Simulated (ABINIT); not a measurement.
## GaP (F-43m): G0W0 with ABINIT, start to end

How does a plane-wave GW calculation on GaP (F-43m) run from the first input to the gap?

Calculated with ABINIT 10.8.3; PBE and many-body steps on it, plane waves.

**What was measured.**

- Gap 2.25 ± 0.04 eV: optical gap from Tauc plot (fundamental, indirect); spectroscopic ellipsometry, Tauc-Lorentz fit and Tauc plot; 300 K; film (GaP layer on Si reference sample) on Si (“Assessment of GaPSb/Si tandem material association properties for photoelectrochemical cells”, 2020, arxiv:2002.02774).

Report form: the programs' logs are mostly left out.

### Step 1. The starting structure

Symmetry: F-43m, No. 216, cubic system. The conventional cell has a = 5.450 Å, b = 5.450 Å, c = 5.450 Å, α = 90.00°, β = 90.00°, γ = 90.00°. Nearest to Ga lie 4 P at 2.36 Å. Nearest to P lie 4 Ga at 2.36 Å. Farther neighbours are not listed.

The cell and positions come from the Crystallography Open Database and are kept as given unless a step says otherwise.

### Step 2. Ground state

This step: ABINIT 10.8.3; DFT, PBE, plane waves, norm-conserving pseudopotentials.

The ground-state density comes first.

Input file run.abi:

```
acell 3*1.0 Angstrom
rprim 
  0.000000000000 2.725250000000 2.725250000000
  2.725250000000 0.000000000000 2.725250000000
  2.725250000000 2.725250000000 0.000000000000
ntypat 2
znucl 31 15
natom 2
typat 1 2
xred 
  0.000000000000 0.000000000000 0.000000000000
  0.250000000000 0.250000000000 0.250000000000
pp_dirpath "pseudos"
pseudos "Ga.upf, P.upf"
ecut 45
ngkpt 6 6 6
nshiftk 1
shiftk 0 0 0
kptopt 1
chksymbreak 0
nband 18
occopt 1
tolvrs 1e-10
nstep 60
prtwf 0
optforces 0
optstress 0
indata_prefix "in"
outdata_prefix "out"
tmpdata_prefix "tmp"
```

The run is started by

```console
$ OMP_NUM_THREADS=1 mpirun -n 4 abinit run.abi > log
```

Run time: 17 s. Hardware: 4 MPI ranks of Arm Neoverse V1, shared host; peak memory 0.32 GiB.

Numbers from this step:

```
total energy               : -6946.1481 eV
gap                        : 1.653 eV
k of the valence top       : 0, 0, 0
k of the conduction bottom : 0.5, 0.5, 0
least direct gap           : 1.809 eV
```

The gap is indirect, with the least direct gap 0.16 eV higher.

### Step 3. Bands along the symmetry lines

Levels along a band path, at the cheap level, show where the edges lie and whether the meshes to come will hold them.

Input file run.abi:

```
acell 3*1.0 Angstrom
rprim 
  0.000000000000 2.725250000000 2.725250000000
  2.725250000000 0.000000000000 2.725250000000
  2.725250000000 2.725250000000 0.000000000000
ntypat 2
znucl 31 15
natom 2
typat 1 2
xred 
  0.000000000000 0.000000000000 0.000000000000
  0.250000000000 0.250000000000 0.250000000000
pp_dirpath "pseudos"
pseudos "Ga.upf, P.upf"
ecut 45
iscf -2
irdden 1
kptopt 0
nkpt 50
kpt 
  0.00000000 0.00000000 0.00000000
  -0.06250000 -0.06250000 0.00000000
  -0.12500000 -0.12500000 0.00000000
  -0.18750000 -0.18750000 0.00000000
  -0.25000000 -0.25000000 0.00000000
  -0.31250000 -0.31250000 0.00000000
  -0.37500000 -0.37500000 0.00000000
  -0.43750000 -0.43750000 0.00000000
  -0.50000000 -0.50000000 0.00000000
  -0.48437500 -0.48437500 0.03125000
  -0.46875000 -0.46875000 0.06250000
  -0.45312500 -0.45312500 0.09375000
  -0.43750000 -0.43750000 0.12500000
  -0.42187500 -0.42187500 0.15625000
  -0.40625000 -0.40625000 0.18750000
  -0.39062500 -0.39062500 0.21875000
  -0.37500000 -0.37500000 0.25000000
  -0.37500000 0.00000000 0.37500000
  -0.32812500 0.00000000 0.32812500
  -0.28125000 0.00000000 0.28125000
  -0.23437500 0.00000000 0.23437500
  -0.18750000 0.00000000 0.18750000
  -0.14062500 0.00000000 0.14062500
  -0.09375000 0.00000000 0.09375000
  -0.04687500 0.00000000 0.04687500
  0.00000000 0.00000000 0.00000000
  0.00000000 0.00000000 0.06250000
  0.00000000 0.00000000 0.12500000
  0.00000000 0.00000000 0.18750000
  0.00000000 0.00000000 0.25000000
  0.00000000 0.00000000 0.31250000
  0.00000000 0.00000000 0.37500000
  0.00000000 0.00000000 0.43750000
  -0.00000000 -0.00000000 0.50000000
  -0.06250000 -0.03125000 0.46875000
  -0.12500000 -0.06250000 0.43750000
  -0.18750000 -0.09375000 0.40625000
  -0.25000000 -0.12500000 0.37500000
  -0.31250000 -0.15625000 0.34375000
  -0.37500000 -0.18750000 0.31250000
  -0.43750000 -0.21875000 0.28125000
  -0.50000000 -0.25000000 0.25000000
  -0.50000000 -0.28125000 0.21875000
  -0.50000000 -0.31250000 0.18750000
  -0.50000000 -0.34375000 0.15625000
  -0.50000000 -0.37500000 0.12500000
  -0.50000000 -0.40625000 0.09375000
  -0.50000000 -0.43750000 0.06250000
  -0.50000000 -0.46875000 0.03125000
  -0.50000000 -0.50000000 0.00000000
istwfk *1
nband 20
nbdbuf 2
tolwfr 1e-08
nstep 40
prtwf 0
prtvol 0
indata_prefix "in"
outdata_prefix "out"
tmpdata_prefix "tmp"
```

Wall time 22 s (4 MPI ranks); peak memory 0.31 GiB.

This step gave:

- gap: 1.592 eV
- k of the valence top: 0, 0, 0
- k of the conduction bottom: -0.4375, -0.4375, 0
- least direct gap: 1.809 eV

The gap is 1.592 eV, −0.061 eV from the run before at this level.

Electronic bands along the path, in eV, zero at the top of the highest filled band:

```csv
point,band 10,band 11,band 12,band 13,band 14,band 15,band 16,band 17
Γ,-12.50,0.00,0.00,0.00,1.81,3.88,3.88,3.88
halfway,-11.46,-3.68,-1.68,-1.68,2.18,3.72,6.74,6.74
X,-9.53,-6.76,-2.68,-2.68,1.65,1.82,10.57,10.57
halfway,-9.51,-6.71,-3.24,-2.57,1.84,2.75,9.51,9.66
U,-9.57,-6.55,-3.94,-2.26,2.19,4.80,8.23,8.25
jump to K,-9.57,-6.55,-3.94,-2.26,2.19,4.80,8.23,8.25
halfway,-11.36,-4.25,-2.45,-0.67,3.28,4.99,5.00,5.86
Γ,-12.50,0.00,0.00,0.00,1.81,3.88,3.88,3.88
halfway,-11.72,-3.88,-0.66,-0.66,2.15,4.74,4.74,6.34
L,-10.43,-6.64,-1.12,-1.12,1.66,4.72,4.72,8.28
halfway,-10.03,-6.42,-3.20,-1.94,3.45,4.30,6.45,7.91
W,-9.44,-6.56,-3.58,-3.42,4.70,4.86,6.10,6.15
halfway,-9.49,-6.67,-3.17,-3.09,2.77,2.94,8.49,8.58
X,-9.53,-6.76,-2.68,-2.68,1.65,1.82,10.57,10.57
```

### Step 4. Empty states on the mesh, 4×4×4 mesh, 169 bands

The sums over transitions need many empty states on a uniform mesh; this step solves for them.

Input file run.abi:

```
acell 3*1.0 Angstrom
rprim 
  0.000000000000 2.725250000000 2.725250000000
  2.725250000000 0.000000000000 2.725250000000
  2.725250000000 2.725250000000 0.000000000000
ntypat 2
znucl 31 15
natom 2
typat 1 2
xred 
  0.000000000000 0.000000000000 0.000000000000
  0.250000000000 0.250000000000 0.250000000000
pp_dirpath "pseudos"
pseudos "Ga.upf, P.upf"
ecut 45
ngkpt 4 4 4
nshiftk 1
shiftk 0 0 0
kptopt 1
chksymbreak 0
irdden 1
istwfk *1
nband 169
prtvol 0
optdriver 6
gwr_task "HDIAGO"
paral_kgb 0
occopt 1
indata_prefix "in"
outdata_prefix "out"
tmpdata_prefix "tmp"
```

It took 1.7 min on 4 MPI ranks; peak memory 3.6 GiB.

This step gave:

| Property | Result |
| --- | --- |
| gap | 1.652 eV |
| k of the valence top | 0, 0, 0 |
| k of the conduction bottom | 0.5, 0.5, 0 |
| least direct gap | 1.809 eV |
| k points computed | 8 |
| lowest point of the top converged band, above the valence top | 125.8280 eV |

On this mesh the gap is 1.652 eV.

### Step 5. Screening, 4×4×4 mesh, 161 bands, screening to 195.9 eV

The RPA dielectric matrix is built and inverted for each q.

This step: RPA screening on PBE, plane waves, norm-conserving pseudopotentials.

Edit run.abi of step 4 so:

```diff
@@ -20,10 +20,11 @@
 chksymbreak 0
-irdden 1
 istwfk *1
-nband 169
-prtvol 0
-optdriver 6
-gwr_task "HDIAGO"
-paral_kgb 0
 occopt 1
+irdwfk 1
+optdriver 3
+nband 161
+ecuteps 7.2
+inclvkb 2
+awtr 1
+symchi 1
 indata_prefix "in"
```

Run time: 61 s. Hardware: 4 MPI ranks; peak memory 1.3 GiB; 4 min of CPU time.

Numbers from this step:

```yaml
eps_infinity_with_local_fields_on_this_mesh_along_the_program_s_q_direction: 18.15
the_same_without_local_fields: 19.72
plasma_frequency: 29.76 eV
plane_waves_in_the_screening_matrix: 259
```

Local fields lower ε∞ by 8 %. On a Γ-centred mesh this coarse the value itself is usually too large, while a short band sum pulls it down.

### Step 6. Self-energy, 4×4×4 mesh, 161 bands, screening to 195.9 eV

The self-energy is evaluated for the states that the input lists, and the levels follow from it, in one-shot runs by the linearised quasiparticle equation.

This step: G0W0 on PBE, plane waves, norm-conserving pseudopotentials.

Edit run.abi of step 5 so:

```diff
@@ -23,8 +23,17 @@
 irdwfk 1
-optdriver 3
+optdriver 4
 nband 161
+gwcalctyp 0
+ecutsigx 45
+symsigma 1
+nkptgw 2
+kptgw 
+  0.0000000000 0.0000000000 0.0000000000
+  0.5000000000 0.5000000000 0.0000000000
+bdgw 
+  11 17
+  12 15
 ecuteps 7.2
-inclvkb 2
-awtr 1
-symchi 1
+irdscr 1
+ppmodel 1
 indata_prefix "in"
```

It took 19 s on 4 MPI ranks; peak memory 1.2 GiB; 74 s of CPU time.

This step gave:

```
G0W0 gap on the points computed              : 2.259 eV
starting gap on the mesh                     : 1.652 eV
k of the valence top                         : 0, 0, 0
k of the conduction bottom                   : 0.5, 0.5, 0
Z at the valence top                         : 0.785
Z at the conduction bottom                   : 0.809
least direct G0W0 gap on the computed points : 2.656 eV
```

The gap on the mesh goes from 1.65 eV to 2.26 eV, a correction of +0.61 eV.

Limits: finite bands, cutoff and mesh; no spin-orbit coupling; coarse k mesh. v1 is the top filled band, c1 the lowest empty one. Levels before and after the correction, in eV, zero at the valence-band top of each column:

```csv
,conduction bottom,valence top
Kohn-Sham,1.65,0.00
G0W0,2.26,0.00
```

```csv
,level,energy (eV)
Kohn-Sham,Γ v3-v1,0.000
Kohn-Sham,Γ c1,1.809
Kohn-Sham,Γ c2-c4,3.885
Kohn-Sham,(0.5 0.5 0) v2-v1,-2.685
Kohn-Sham,(0.5 0.5 0) c1,1.652
Kohn-Sham,(0.5 0.5 0) c2,1.820
G0W0,Γ v3-v1,0.000
G0W0,Γ c1,2.656
G0W0,Γ c2-c4,4.786
G0W0,(0.5 0.5 0) v2-v1,-2.786
G0W0,(0.5 0.5 0) c1,2.259
G0W0,(0.5 0.5 0) c2,2.548
```

### Step 7. Where the time went

Times are wall times on 4 MPI ranks of Arm Neoverse V1, shared host, good to a factor of about two.

```csv
step,time,share,memory (GiB)
ground state,17 s,8 %,0.32
bands along the symmetry lines,22 s,10 %,0.31
empty states on the mesh,1.7 min,47 %,3.6
screening,61 s,27 %,1.3
self-energy,19 s,8 %,1.2
```

### Step 8. What came out

| Item | Value |
| --- | --- |
| PBE gap | 1.59 eV, indirect |
| G0W0 gap on the mesh | 2.26 eV |
| G0W0 gap over the zone (rigid shift) | 2.20 eV |
| GW settings | 4×4×4 mesh, 161 bands, screening to 195.9 eV, Godby-Needs plasmon pole |
| known limits | not at the basis limit; no spin-orbit coupling; coarse k mesh |

G0W0 moves the gap on the mesh from 1.65 eV to 2.26 eV (+0.61 eV), with Z of 0.79 and 0.81 at the edges. The mesh misses the band edges by 0.06 eV in all; a rigid shift gives 2.20 eV for the zone. Local fields lower the RPA ε∞ on this mesh from 19.72 to 18.15; a Γ-centred mesh this coarse tends to raise both, most where the direct gap is narrow, while a short band sum lowers them. Only 2 of the mesh's irreducible points were corrected, so a valley elsewhere could overtake. The dearest step here is «empty states on the mesh». Against experiment, by G0W0@PBE: the gap of 2.20 eV lies −0.05 eV from the measured 2.25 ± 0.04 eV (indirect, 300 K, on Si, 2020). The calculation has static nuclei and no excitons; a measured gap holds zero-point and thermal motion, which mostly lowers it. Bands and cutoff are finite, so the gap is not at the basis limit. The miss can reach some tenths of an eV and take either sign; the mesh is an error of its own. In the G0W0 run levels were corrected at 2 k points alone, so a gap called «on the mesh» is the least over those, and an edge elsewhere would be missed. A denser mesh or path gives a starting gap of 1.59 eV: the GW mesh misses a band edge, so its gaps are not the fundamental one. The 4×4×4 mesh is coarse for this cell, which bears on the long-range parts of exchange and screening. The many-body steps are scalar-relativistic: spin-orbit coupling is not in them.

[Paths, hosts, dates, memory and timing lines, banners, echoed tables and standing remarks are left out of the program output.]

[Logs are printed without paths, hosts, clocks, repeated set-up lines and the standing remarks that a program may print on its own settings, such as how far it seeks lower states.]

[Runs of the session that timed out or met a known fault of the program may be left out.]

[Hosts, paths, dates, database ids (printed as entryN), source tags and the programs' standing remarks are cut or masked in the printed files.]

[G0W0 gaps are taken among the corrected bands and points alone; a level outside them can change the order at an edge.]

[Where Ansatz stands beside ABINIT at settings called matched, ABINIT's density can come from a denser mesh and the files from another edition; pairs whose starting gaps differed by over 0.03 eV were left out, so agreement reads better than it is.]
